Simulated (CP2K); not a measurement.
Consider carboxypyrazine at its PBE geometry (Å).

```xyz
13

O     2.7253    0.1212   -0.8340
C     1.9307   -0.2294    0.0299
O     2.3095   -0.8443    1.1806
C     0.4418   -0.0362   -0.0399
C    -0.1146    0.6035   -1.1579
N    -1.4361    0.8142   -1.2749
C    -2.1881    0.3710   -0.2545
C    -1.6340   -0.2676    0.8622
N    -0.3174   -0.4781    0.9820
H     3.2850   -0.9187    1.1210
H     0.5297    0.9509   -1.9668
H    -3.2662    0.5297   -0.3305
H    -2.2657   -0.6161    1.6827
```

Method: CP2K XAS_TDP, all-electron GAPW, PBEh(45%), aug-cc-pVDZ, TDA, GW2X-corrected core level, no relativity.

Predict the bright core excitations at the C K edge.

Leading lines: C2 289.81 eV, C4 287.01 eV, C5 287.11 eV, C7 287.00 eV and C8 287.33 eV. The leading line of an atom is its first one with 35 % of the strongest within 2.5 eV of its lowest line over the strength cut. Core ionisation energies at this level: C5 293.58, C7 293.59, C8 293.49, C2 296.90 and C4 293.45 eV.

The first six lines of each atom with a strength over 0.0015:

```tsv
atom	energy (eV)	states	strength, one atom	above the computed threshold
C2 (bonded to C and 2 O)	289.81	1	0.0636	
	293.49	1	0.0044	
	294.44	1	0.0125	
	294.90	1	0.0025	
	296.61	1	0.0048	
	296.87	1	0.0075	
C4 (bonded to 2 C and N)	287.01	1	0.0394	
	291.22	1	0.0163	
	291.75	1	0.0036	
	292.43	1	0.0025	
	293.08	1	0.0020	
	293.30	1	0.0023	
C5 (bonded to C, N and H)	287.11	1	0.0563	
	291.77	1	0.0087	
	292.55	2	0.0061	
	293.08	1	0.0036	
	293.14	1	0.0030	
	293.73	1	0.0026	yes
C7 (bonded to C, N and H)	287.00	1	0.0513	
	289.18	1	0.0024	
	291.35	1	0.0134	
	292.29	1	0.0082	
	292.50	1	0.0034	
	293.03	1	0.0022	
C8 (bonded to C, N and H)	287.33	1	0.0500	
	288.60	1	0.0038	
	291.27	1	0.0129	
	292.27	1	0.0070	
	292.38	1	0.0033	
	292.94	1	0.0019
```

Lines are vertical, at one geometry, with no vibrational structure. GW2X ionisation energies and lines can be off by 1 to 2 eV either way, and a good line position may hide errors that cancel. These values hold no scalar relativity, about 0.1 eV for C 1s. Rydberg lines, and the discretised continuum above threshold, depend on the basis and the box.

[Banner, clock and machine lines of the logs are left out without a mark of their own.]

[Logs are printed without paths, hosts, clocks, repeated set-up lines and the standing remarks that a program may print on its own settings, such as how far it seeks lower states.]

[Hosts, paths, dates, database ids (printed as entryN), source tags and the programs' standing remarks are cut or masked in the printed files.]
